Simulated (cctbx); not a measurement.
# Which space group?

Cell: a = 9.0230 Å, b = 9.0230 Å, c = 9.0230 Å, α = 90.00°, β = 90.00°, γ = 90.00°. Expected content of the cell: Pd24 Co4 Mg4 O32.

Simulated single-crystal data (cctbx): Mo Kα, λ = 0.71073 Å, to d = 0.65 Å, 95 % of the full sphere, strongest reflection 70000 counts, noise from counting, a 4 % proportional error and a noise floor of 4 counts (s.d.); no absorption, some extinction.

Tests on the unmerged data give:

```text
10525 reflections to d = 0.651 A
centring   violations  <I/sigma> of those
    A          1 of  5295      0.0
    B          1 of  5290     -0.0
    C          0 of  5273      0.0
    I        644 of  5322      1.1
    R       1284 of  7035      2.8
    F          1 of  7929     -0.0
Laue class    unique    Rint  (classes that these axes allow; Friedel mates merged)
F m m m           401   0.032
F m -3            139   0.034
F m -3 m           99   0.034
space group    extra absences  I>4sigma  <I/sigma>
F 4 3 2                 0          0         -  acentric
F -4 3 m                0          0         -  acentric
F m -3 m                0          0         -  centric
Wilson B = 0.52 A^2   <|E^2-1|> = 1.084 (0.968 centric, 0.736 acentric)   E^2>4: 6.1 %
shell (A)         n   <I/sigma>
 5.21 - 1.30     19     62.3
 1.30 - 1.03     15     57.4
 1.03 - 0.90     12     54.1
 0.90 - 0.82     10     69.5
 0.82 - 0.76     13     49.2
 0.76 - 0.72      9     55.2
 0.72 - 0.68     11     52.3
 0.68 - 0.65     10     49.9
```

Q: Read the symmetry from these tables.

The reflections that A, B, C and F centring forbids are absent (⟨I/σ⟩ near 0), so the lattice is F. F holds A, B and C together.

Rint stays low (0.032 to 0.034) up to F m -3 m, the highest class in these axes.

3 settings pass the absence test. No glide or screw absences show, which leaves F 4 3 2, F -4 3 m and F m -3 m.

⟨|E²−1|⟩ = 1.084 leans to a centrosymmetric structure. The Wilson B of 0.52 Å² means U ≈ 0.0066 Å².

The true group is Fm-3m (no. 225), Laue class m-3m, centrosymmetric. The tables only narrow the choice to the tied entries; cell content, site symmetry and trial solutions must settle it.

The model is made up (kin elements in a known structure type, no relaxation), so it says nothing on whether the phase exists.

[Logs are printed without paths, hosts, clocks, repeated set-up lines and the standing remarks that a program may print on its own settings, such as how far it seeks lower states.]
